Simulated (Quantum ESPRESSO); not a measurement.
## MnO (Manganosite): spin spirals in supercells

Wanted: E(q) of MnO (Manganosite) at simple fractions of a reciprocal vector.

Method: LDA; plane waves with GBRV 1.5 LDA potentials, no spin-orbit coupling, flat spiral in a supercell, in Quantum ESPRESSO 7.5.

Report form: the programs' logs are mostly left out.

### Step 1. The structure

The structure is cubic, space group Fm-3m (No. 225). Conventional cell: a = 4.446 Å, b = 4.446 Å, c = 4.446 Å, α = 90.00°, β = 90.00°, γ = 90.00°. Nearest to Mn lie 6 O at 2.22 Å. Nearest to O lie 6 Mn at 2.22 Å. Farther neighbours and most contacts between anions are not listed.

The cell comes from the Crystallography Open Database.

### Step 2. Parallel moments, one cell

Contents of pw.in:

```
&CONTROL
  calculation = 'scf'
  prefix = 'pwscf'
  outdir = './tmp'
  pseudo_dir = './pseudo'
  disk_io = 'nowf'
/
&SYSTEM
  ibrav = 0
  nat = 2
  ntyp = 2
  ecutwfc = 34
  ecutrho = 238
  nbnd = 34
  occupations = 'smearing'
  smearing = 'fd'
  degauss = 0.00999582
  noncolin = .true.
  starting_magnetization(1) = 0.3
  angle1(1) = 90
  angle2(1) = 0
  starting_magnetization(2) = 0
/
&ELECTRONS
  conv_thr = 4d-09
  electron_maxstep = 150
  mixing_beta = 0.3
/
ATOMIC_SPECIES
Mn     54.9380 mn_lda_v1.5.uspp.F.UPF
O      15.9990 o_lda_v1.2.uspp.F.UPF
CELL_PARAMETERS bohr
   0.0000000000    4.2008611750    4.2008611750
   4.2008611750    0.0000000000    4.2008611750
   4.2008611750    4.2008611750    0.0000000000
ATOMIC_POSITIONS crystal
Mn      0.0000000000    0.0000000000    0.0000000000
O       0.5000000000    0.5000000000    0.5000000000
K_POINTS automatic
12 6 6 0 0 0
```

Started as:

```bash
$ OMP_NUM_THREADS=1 mpirun -n 2 pw.x -nk 2 -in pw.in > pw.out
```

Wall time 22 s (2 MPI ranks of Intel Xeon Platinum 8488C (Sapphire Rapids), shared host); peak memory 0.21 GiB; 43 s of CPU time.

Spin moment in the atom's sphere by atom:

```tsv
atom	x (μB)	y (μB)	z (μB)	size
Mn1	3.90	0.00	0.00	3.90
O2	0.22	0.00	0.00	0.22
```

Read from the output:

| Item | Value |
| --- | --- |
| smearing term TS | 0.05912 eV |
| magnetization | 4.582, 0, 0 μB |
| absolute magnetization | 4.582 μB |
| final state | ferromagnetic |

### Step 3. One turn in 2 cells along the input cell's a

Neighbouring cells are turned by 180° in the xy plane; the cell holds 4 atoms.

Contents of pw.in:

```
&CONTROL
  calculation = 'scf'
  prefix = 'pwscf'
  outdir = './tmp'
  pseudo_dir = './pseudo'
  disk_io = 'nowf'
/
&SYSTEM
  ibrav = 0
  nat = 4
  ntyp = 4
  ecutwfc = 34
  ecutrho = 238
  nbnd = 60
  occupations = 'smearing'
  smearing = 'fd'
  degauss = 0.00999582
  noncolin = .true.
  starting_magnetization(1) = 0.3
  angle1(1) = 90
  angle2(1) = 0
  starting_magnetization(2) = 0.3
  angle1(2) = 90
  angle2(2) = 180
  starting_magnetization(3) = 0
  starting_magnetization(4) = 0
/
&ELECTRONS
  conv_thr = 8d-09
  electron_maxstep = 150
  mixing_beta = 0.3
/
ATOMIC_SPECIES
Mn1    54.9380 mn_lda_v1.5.uspp.F.UPF
Mn2    54.9380 mn_lda_v1.5.uspp.F.UPF
O1     15.9990 o_lda_v1.2.uspp.F.UPF
O2     15.9990 o_lda_v1.2.uspp.F.UPF
CELL_PARAMETERS bohr
   0.0000000000    8.4017223501    8.4017223501
   4.2008611750    0.0000000000    4.2008611750
   4.2008611750    4.2008611750    0.0000000000
ATOMIC_POSITIONS crystal
Mn1     0.0000000000    0.0000000000    0.0000000000
Mn2     0.5000000000    0.0000000000    0.0000000000
O1      0.2500000000    0.5000000000    0.5000000000
O2      0.7500000000    0.5000000000    0.5000000000
K_POINTS automatic
6 6 6 0 0 0
```

The job ended after 100 s (2 MPI ranks; peak memory 0.43 GiB).

Spin moment in the atom's sphere by atom:

```tsv
atom	x (μB)	y (μB)	z (μB)	size
Mn1	4.00	0.00	0.00	4.00
Mn2	-4.00	0.00	0.00	4.00
O3	0.00	0.00	0.00	0.00
O4	0.00	0.00	0.00	0.00
```

Read from the output:

```
smearing term TS       : 0.01601 eV
magnetization          : 0, 0, 0 μB
absolute magnetization : 8.902 μB
final state            : antiferromagnetic
```

### Step 4. One turn in 3 cells along the input cell's a

Neighbouring cells are turned by 120° in the xy plane; the cell holds 6 atoms.

Contents of pw.in:

```
&CONTROL
  calculation = 'scf'
  prefix = 'pwscf'
  outdir = './tmp'
  pseudo_dir = './pseudo'
  disk_io = 'nowf'
/
&SYSTEM
  ibrav = 0
  nat = 6
  ntyp = 6
  ecutwfc = 34
  ecutrho = 238
  nbnd = 84
  occupations = 'smearing'
  smearing = 'fd'
  degauss = 0.00999582
  noncolin = .true.
  starting_magnetization(1) = 0.3
  angle1(1) = 90
  angle2(1) = 0
  starting_magnetization(2) = 0.3
  angle1(2) = 90
  angle2(2) = 120
  starting_magnetization(3) = 0.3
  angle1(3) = 90
  angle2(3) = -120
  starting_magnetization(4) = 0
  starting_magnetization(5) = 0
  starting_magnetization(6) = 0
/
&ELECTRONS
  conv_thr = 1.2d-08
  electron_maxstep = 150
  mixing_beta = 0.3
/
ATOMIC_SPECIES
Mn1    54.9380 mn_lda_v1.5.uspp.F.UPF
Mn2    54.9380 mn_lda_v1.5.uspp.F.UPF
Mn3    54.9380 mn_lda_v1.5.uspp.F.UPF
O1     15.9990 o_lda_v1.2.uspp.F.UPF
O2     15.9990 o_lda_v1.2.uspp.F.UPF
O3     15.9990 o_lda_v1.2.uspp.F.UPF
CELL_PARAMETERS bohr
   0.0000000000   12.6025835251   12.6025835251
   4.2008611750    0.0000000000    4.2008611750
   4.2008611750    4.2008611750    0.0000000000
ATOMIC_POSITIONS crystal
Mn1     0.0000000000    0.0000000000    0.0000000000
Mn2     0.3333333333    0.0000000000    0.0000000000
Mn3     0.6666666667    0.0000000000    0.0000000000
O1      0.1666666667    0.5000000000    0.5000000000
O2      0.5000000000    0.5000000000    0.5000000000
O3      0.8333333333    0.5000000000    0.5000000000
K_POINTS automatic
4 6 6 0 0 0
```

Elapsed: 5.7 min, on 2 MPI ranks; peak memory 0.87 GiB.

Spin moment in the atom's sphere by atom:

```tsv
atom	x (μB)	y (μB)	z (μB)	size
Mn1	3.99	0.00	0.00	3.99
Mn2	-1.99	3.46	0.00	3.99
Mn3	-1.99	-3.46	0.00	3.99
O4	0.06	0.11	0.00	0.12
O5	-0.12	0.00	0.00	0.12
O6	0.06	-0.11	0.00	0.12
```

This step gave:

- smearing term TS: 0.08559 eV
- magnetization: 0, 0, 0 μB
- absolute magnetization: 13.65 μB
- final state: non-collinear

### Step 5. One turn in 4 cells along the input cell's a

Neighbouring cells are turned by 90° in the xy plane; the cell holds 8 atoms.

Contents of pw.in:

```
&CONTROL
  calculation = 'scf'
  prefix = 'pwscf'
  outdir = './tmp'
  pseudo_dir = './pseudo'
  disk_io = 'nowf'
/
&SYSTEM
  ibrav = 0
  nat = 8
  ntyp = 8
  ecutwfc = 34
  ecutrho = 238
  nbnd = 110
  occupations = 'smearing'
  smearing = 'fd'
  degauss = 0.00999582
  noncolin = .true.
  starting_magnetization(1) = 0.3
  angle1(1) = 90
  angle2(1) = 0
  starting_magnetization(2) = 0.3
  angle1(2) = 90
  angle2(2) = 90
  starting_magnetization(3) = 0.3
  angle1(3) = 90
  angle2(3) = 180
  starting_magnetization(4) = 0.3
  angle1(4) = 90
  angle2(4) = -90
  starting_magnetization(5) = 0
  starting_magnetization(6) = 0
  starting_magnetization(7) = 0
  starting_magnetization(8) = 0
/
&ELECTRONS
  conv_thr = 1.6d-08
  electron_maxstep = 150
  mixing_beta = 0.3
/
ATOMIC_SPECIES
Mn1    54.9380 mn_lda_v1.5.uspp.F.UPF
Mn2    54.9380 mn_lda_v1.5.uspp.F.UPF
Mn3    54.9380 mn_lda_v1.5.uspp.F.UPF
Mn4    54.9380 mn_lda_v1.5.uspp.F.UPF
O1     15.9990 o_lda_v1.2.uspp.F.UPF
O2     15.9990 o_lda_v1.2.uspp.F.UPF
O3     15.9990 o_lda_v1.2.uspp.F.UPF
O4     15.9990 o_lda_v1.2.uspp.F.UPF
CELL_PARAMETERS bohr
   0.0000000000   16.8034447002   16.8034447002
   4.2008611750    0.0000000000    4.2008611750
   4.2008611750    4.2008611750    0.0000000000
ATOMIC_POSITIONS crystal
Mn1     0.0000000000    0.0000000000    0.0000000000
Mn2     0.2500000000    0.0000000000    0.0000000000
Mn3     0.5000000000    0.0000000000    0.0000000000
Mn4     0.7500000000    0.0000000000    0.0000000000
O1      0.1250000000    0.5000000000    0.5000000000
O2      0.3750000000    0.5000000000    0.5000000000
O3      0.6250000000    0.5000000000    0.5000000000
O4      0.8750000000    0.5000000000    0.5000000000
K_POINTS automatic
3 6 6 0 0 0
```

Run time: 9.2 min. Hardware: 2 MPI ranks; peak memory 1.1 GiB; 18 min of CPU time.

Numbers from this step:

| Property | Result |
| --- | --- |
| smearing term TS | 0.1752 eV |
| magnetization | 0, 0, 0 μB |
| absolute magnetization | 18.29 μB |
| final state | non-collinear |
| largest moment | 3.959 μB |

### Step 6. E(q)

Spirals:

```tsv
q along the reciprocal vector	energy less that at q = 0 (meV a seeded atom)	largest site moment (μB)	typed angles kept	CPU time (s)
0	0	3.898	yes	42.92
0.25	-28.47	3.959	yes	1105
0.3333	-51.34	3.99	yes	689.1
0.5	-83.05	4.005	yes	199.2
```

Energy less that at q = 0, self-consistent against path:

```tsv
path (Å⁻¹)	energy less that at q = 0, self-consistent (meV a seeded atom)
0.000	0
0.612	-28.5
0.816	-51.3
1.224	-83.1
```

### Step 7. Outcome

```yaml
lowest_point: q = 0.5 along a*, -83.1 meV a seeded atom
highest_point: q = 0, 0 meV a seeded atom
```

What this shows: The state at q = 0.5 lies 83 meV a seeded atom under the parallel one, with neighbouring cells opposed. The moment changes by 2.7 % between the spirals. The cell of 4 repeats took 26 times the CPU time of the single cell, though its mesh is shorter in proportion. Here a and a* are vectors of the cell in the input, which need not be the conventional cell, and only this direction was probed. The mesh is coarse, so differences of some ten meV can be noise in a metal. Energies are free energies at an electronic temperature of 1580 K, which lowers moments and differences where the moments are itinerant. No Hubbard term acts here. In such compounds local and semilocal functionals without one often delocalise the d electrons, and can shrink or lose moments and miss the size, sign and order of the couplings. The cutoff lies under the 40 Ry that these files are usually run at. The smearing term is large for its width, so states at the Fermi level are partly filled: at this level the cell is a metal or has a gap of a few widths at most.

[Logs and program files are shortened in this print: banners, set-up blocks, solver, clock and traceback lines can be left out without a mark of their own.]

[Logs are printed without paths, hosts, clocks, repeated set-up lines and the standing remarks that a program may print on its own settings, such as how far it seeks lower states.]

[Hosts, paths, dates, database ids (printed as entryN), source tags and the programs' standing remarks are cut or masked in the printed files.]

[Where a cell is said to come from a database of computed structures, the database is the Materials Project.]
